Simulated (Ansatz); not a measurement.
# Stack of 1T-TiO2 under Ti2NOS MXene, shifted by a third of the diagonal in a perpendicular field, part 3 of 3

Aim: how the stack of 1T-TiO2 under Ti2NOS MXene, shifted by a third of the diagonal screens a field along its normal, and what the field does to its bands. A positive field points along +c.

Ansatz 0.2.0; plane-wave DFT, r2SCAN-D4, Ansatz PAW.

So far. Step 8 (Atoms held, field 0.3 V/Å): The dipole is 0.141 e·Å, 0.138 e·Å from its value without field. Step 9 (Response, atoms held): The induced dipole is that of a conductor 10.26 Å thick.

**10. Varying the input**

This step: plane-wave DFT, r2SCAN-D4, Ansatz PAW (Ansatz 0.2.0).

A run with a changed input: it repeats the earlier run at 0.05 V/Å with crystal.symmetry to detect: false and scf.mixing.preconditioner to kerker_dos.

Contents of input.yaml:

```yaml
crystal:
  lattice:
    - [3.0300200955, 0.0, 0.0]
    - [-1.5150100477, 2.6240743767, 0.0]
    - [0.0, 0.0, 27.7496918813]
  atoms:
    - { symbol: O, position: [0.6666666667, 0.3333333333, 0.3243279255] }
    - { symbol: Ti, position: [0.0, 0.0, 0.3578167174] }
    - { symbol: O, position: [0.3333333333, 0.6666666667, 0.3913563137] }
    - { symbol: S, position: [0.6666666667, 0.3333333333, 0.4980147156] }
    - { symbol: Ti, position: [0.0, 0.0, 0.5544520256] }
    - { symbol: "N", position: [0.3333333333, 0.6666666667, 0.5983632989] }
    - { symbol: Ti, position: [0.6666666667, 0.3333333333, 0.6430648372] }
    - { symbol: O, position: [0.0, 0.0, 0.6756720745] }
  symmetry: { detect: false }
kpoints:
  mp_grid: { grid: [18, 18, 1] }
  band_path:
    path: [[0, 0, 0], [0.5, 0, 0], [0.33333333, 0.33333333, 0], [0, 0, 0]]
    npoints: 16
hamiltonian:
  xc: r2scan
  dispersion: d4
scf:
  occupations: { method: fermi_dirac, width: 0.05 }
  convergence: { dr2_threshold: 1.0e-10 }
  mixing: { preconditioner: kerker_dos }
efield:
  axis: 3
  dipole_correction: true
  ramp_position: 0.97
  ramp_width: 0.06
  amplitude: 0.05
output:
  write_potential: true
  write_density: true
  volumetric_format: npy
```

Run with:

```sh
$ ansatz run input.yaml --threads 4 --pin off --max-ram 12288MiB --backend cpu --events-out ev --progress --plain --runs-dir out
```

Numbers of over 12 decimals in the logs are rounded to 6 here.

Log:

```text
[...]
Crystal: 8 atoms, lattice volume = 220.638 Å³
Basis set: ecut = 500 eV, 5693 PW (Γ), exchange–correlation on 96×96×864 points (64 copies of the dense FFT grid, shifted against one another)
Bands: 41, of which v1, the nominal top of the filled ones, is band 33 counted from 1 (32 counted from 0)
Symmetry: 1 space group operations
k-points: 164 of 324 (time reversal used)
[...]
SCF iter   1: F=—  HF=-10522.025696 eV  |F-HF|=—  |Δ(HF+E_count)|=         —  Δρ=1.63e-2  dr2=9.06e-1  dr2_τ=4.32e-1  ethr=1.77e-3  p=0.071 e·Å  D=5.80e-2 V/Å  ΔV_dip=-1.61 eV  dr2_dipole=2.87e-3  V_vac-E_F(+/−)=5.41/5.75 eV  ⟨swp⟩=7.8  Hψ=30999  notcnv=0
[...]
SCF iter  40: F=-10522.106920 eV  HF=-10522.106920 eV  |F-HF|=1.73e-8  |Δ(HF+E_count)|=   7.63e-9  Δρ=4.82e-8  dr2=5.35e-11  dr2_τ=2.48e-13  ethr=1.00e-12  p=0.026 e·Å  D=2.12e-2 V/Å  ΔV_dip=-0.59 eV  dr2_dipole=1.06e-12  V_vac-E_F(+/−)=5.95/5.27 eV  ⟨swp⟩=5.0  Hψ=18960  notcnv=0
SCF 1 converged in 40 iterations: F = -10522.106920 eV  dr2 = 5.35e-11
[...]
SCF converged after 40 iterations
[...]
Free energy (F): -10522.106920 eV
[...]
Internal energy: -10522.090685 eV  (E = F + TS)
E sigma→0 (E₀):  -10522.098802 eV
Entropy (-TS):   -0.016235 eV (-2.029 meV/atom)
Fermi energy:    1.617196 eV
Dipole field:    D = 0.021251 V/Å  (p = 0.025912 e·Å, saw-weighted, corrected)
Work function:   not extracted (applied field tilts the vacuum); planar V_es + V_field profile in the machine report
[...]
--- Band table (eV; the first three rows and the last of 164) ---
  k-point 0: bands = [... 29 lower, -0.8903, 1.3886, 1.3886, 1.7434, 1.7434, 1.7505, 1.7505, 2.1555, ... 4 higher]
  k-point 1: bands = [... 29 lower, -0.8466, 1.0166, 1.1613, 1.7942, 1.8174, 1.8378, 1.9927, 2.3038, ... 4 higher]
  k-point 2: bands = [... 29 lower, -0.9101, 0.4767, 0.8748, 1.7237, 1.9189, 2.0082, 2.2786, 2.5828, ... 4 higher]
  k-point 163: bands = [... 29 lower, -1.9522, -1.1347, 0.1126, 0.8114, 2.0630, 2.6822, 2.7022, 2.7455, ... 4 higher]
```

Run time: 3.7 min. Hardware: 4 threads of Arm Neoverse V1, shared host; peak memory 2.4 GiB.

This step gave:

```yaml
energy_at_zero_smearing: -10522.0988 eV
dipole_along_the_normal: 0.02591 e·Å
```

Electronic bands along the path, in eV, zero at the Fermi level:

```tsv
point	band 29	band 30	band 31	band 32	band 33	band 34	band 35	band 36
Γ	-3.14	-2.51	-0.23	-0.23	0.13	0.13	0.13	0.13
halfway	-3.87	-2.93	-2.33	-1.21	-0.37	0.60	0.95	1.02
M	-4.29	-3.57	-2.75	-1.50	-0.81	0.45	1.06	1.08
halfway	-4.09	-3.67	-3.24	-2.65	0.12	0.40	1.18	1.26
K	-4.27	-4.03	-3.88	-3.06	0.24	0.86	0.86	1.38
halfway	-3.72	-2.89	-2.71	-1.86	0.23	0.63	0.85	1.00
Γ	-3.14	-2.51	-0.23	-0.23	0.13	0.13	0.13	0.13
```

```tsv
quantity	this run	earlier run	difference
dipole along the normal (e·Å)	0.02591	0.02591	-2.2e-6
```

The dipole moves by under 0.5 % or 5e-5 e·Å. The run took 40 SCF cycles against 22.

Of the bands kept, 1 crosses the Fermi level on this path.

**11. The same run with other settings**

Another changed input: it repeats the earlier run at 0.05 V/Å with kpoints.mp_grid.grid from [18, 18, 1] to [22, 22, 1] and basis.ecutrho_ratio to 9.

input.yaml: that of step 10 with these lines changed.

```diff
@@ -14,5 +14,4 @@
     - { symbol: O, position: [0.0, 0.0, 0.6756720745] }
-  symmetry: { detect: false }
 kpoints:
-  mp_grid: { grid: [18, 18, 1] }
+  mp_grid: { grid: [22, 22, 1] }
   band_path:
@@ -26,3 +25,2 @@
   convergence: { dr2_threshold: 1.0e-10 }
-  mixing: { preconditioner: kerker_dos }
 efield:
@@ -37 +35,3 @@
   volumetric_format: npy
+basis:
+  ecutrho_ratio: 9
```

Log:

```text
[...]
Crystal: 8 atoms, lattice volume = 220.638 Å³
Basis set: ecut = 500 eV, 5693 PW (Γ), exchange–correlation on 144×144×1280 points (64 copies of the dense FFT grid, shifted against one another)
Bands: 41, of which v1, the nominal top of the filled ones, is band 33 counted from 1 (32 counted from 0)
Symmetry: 6 space group operations
[...]
k-points: 52 of 484 (time reversal used)
[...]
SCF iter   1: F=—  HF=-10522.025271 eV  |F-HF|=—  |Δ(HF+E_count)|=         —  Δρ=1.63e-2  dr2=9.09e-1  dr2_τ=4.32e-1  ethr=1.77e-3  p=0.071 e·Å  D=5.80e-2 V/Å  ΔV_dip=-1.61 eV  dr2_dipole=2.93e-3  V_vac-E_F(+/−)=5.42/5.76 eV  ⟨swp⟩=8.0  Hψ=9935  notcnv=0
[...]
SCF iter  25: F=-10522.106009 eV  HF=-10522.106009 eV  |F-HF|=1.02e-10  |Δ(HF+E_count)|=  3.73e-10  Δρ=5.69e-8  dr2=1.19e-11  dr2_τ=6.84e-13  ethr=1.00e-12  p=0.026 e·Å  D=2.12e-2 V/Å  ΔV_dip=-0.59 eV  dr2_dipole=1.22e-12  V_vac-E_F(+/−)=5.96/5.27 eV  ⟨swp⟩=2.5  Hψ=4040  notcnv=0
SCF 1 converged in 25 iterations: F = -10522.106009 eV  dr2 = 1.19e-11
[...]
SCF converged after 25 iterations
Free energy (F): -10522.106009 eV
[...]
Internal energy: -10522.087807 eV  (E = F + TS)
E sigma→0 (E₀):  -10522.096908 eV
Entropy (-TS):   -0.018203 eV (-2.275 meV/atom)
Fermi energy:    1.615193 eV
Dipole field:    D = 0.021169 V/Å  (p = 0.025811 e·Å, saw-weighted, corrected)
Work function:   not extracted (applied field tilts the vacuum); planar V_es + V_field profile in the machine report
[...]
--- Band table (eV; the first three rows and the last of 52) ---
  k-point 0: bands = [... 29 lower, -0.8906, 1.3879, 1.3879, 1.7425, 1.7425, 1.7512, 1.7512, 2.1552, ... 4 higher]
  k-point 1: bands = [... 29 lower, -0.8559, 1.1107, 1.2161, 1.7777, 1.7927, 1.8346, 1.9340, 2.2567, ... 4 higher]
  k-point 2: bands = [... 29 lower, -0.8573, 0.6697, 0.9724, 1.7820, 1.8705, 1.9283, 2.1887, 2.4852, ... 4 higher]
  k-point 51: bands = [... 29 lower, -2.3875, -2.2317, -1.4380, 1.8694, 2.3955, 2.5545, 2.9718, 3.0296, ... 4 higher]
```

It took 67 s on 4 threads; peak memory 2.3 GiB; 4.4 min of CPU time.

This step gave:

- energy at zero smearing: -10522.0969 eV
- dipole along the normal: 0.02581 e·Å

The electronic bands at the labelled points (eV, zero at the Fermi level):

```tsv
point	band 29	band 30	band 31	band 32	band 33	band 34	band 35	band 36
Γ	-3.14	-2.51	-0.23	-0.23	0.13	0.13	0.14	0.14
halfway	-3.87	-2.93	-2.33	-1.21	-0.37	0.60	0.95	1.02
M	-4.28	-3.57	-2.75	-1.50	-0.80	0.45	1.07	1.09
halfway	-4.08	-3.67	-3.24	-2.65	0.12	0.40	1.18	1.26
K	-4.26	-4.03	-3.88	-3.06	0.24	0.86	0.87	1.38
halfway	-3.72	-2.89	-2.71	-1.85	0.24	0.63	0.85	1.01
Γ	-3.14	-2.51	-0.23	-0.23	0.13	0.13	0.14	0.14
```

```tsv
quantity	this run	earlier run	difference
dipole along the normal (e·Å)	0.02581	0.02591	-1.0e-4
```

The dipole moves by under 0.5 % or 5e-5 e·Å. The run took 25 SCF cycles against 22.

Of the bands kept, 1 crosses the Fermi level on this path.

**12. What came out**

| Item | Value |
| --- | --- |
| gap without field | none |
| work function, upper face | 5.60 eV |
| step between the vacuum levels | -0.0758 eV |
| equivalent conductor thickness, atoms held | 10.3 Å |

What this shows: The induced dipole equals that of a perfect conductor 10.26 Å thick, while the outer atoms lie 9.75 Å apart. The two faces differ: the vacuum level above lies 0.08 eV lower than the one below. There is no gap over 0.03 eV, with or without the field. The first relaxation ran with spin and lost its moment, and the later runs have none; other magnetic states were not tried. The MXene's terminations sit over the metal atoms of its far layer; the site over carbon or nitrogen, which some compounds prefer, was not run.

[Logs are printed without paths, hosts, clocks, repeated set-up lines and the standing remarks that a program may print on its own settings, such as how far it seeks lower states.]

[Hosts, paths, dates, database ids (printed as entryN), source tags and the programs' standing remarks are cut or masked in the printed files.]

[Maps of the electrostatic potential energy from Ansatz leave out the sawtooth potential of an applied field or a dipole correction, so their vacuum need not be flat; planar profiles and work functions include it.]
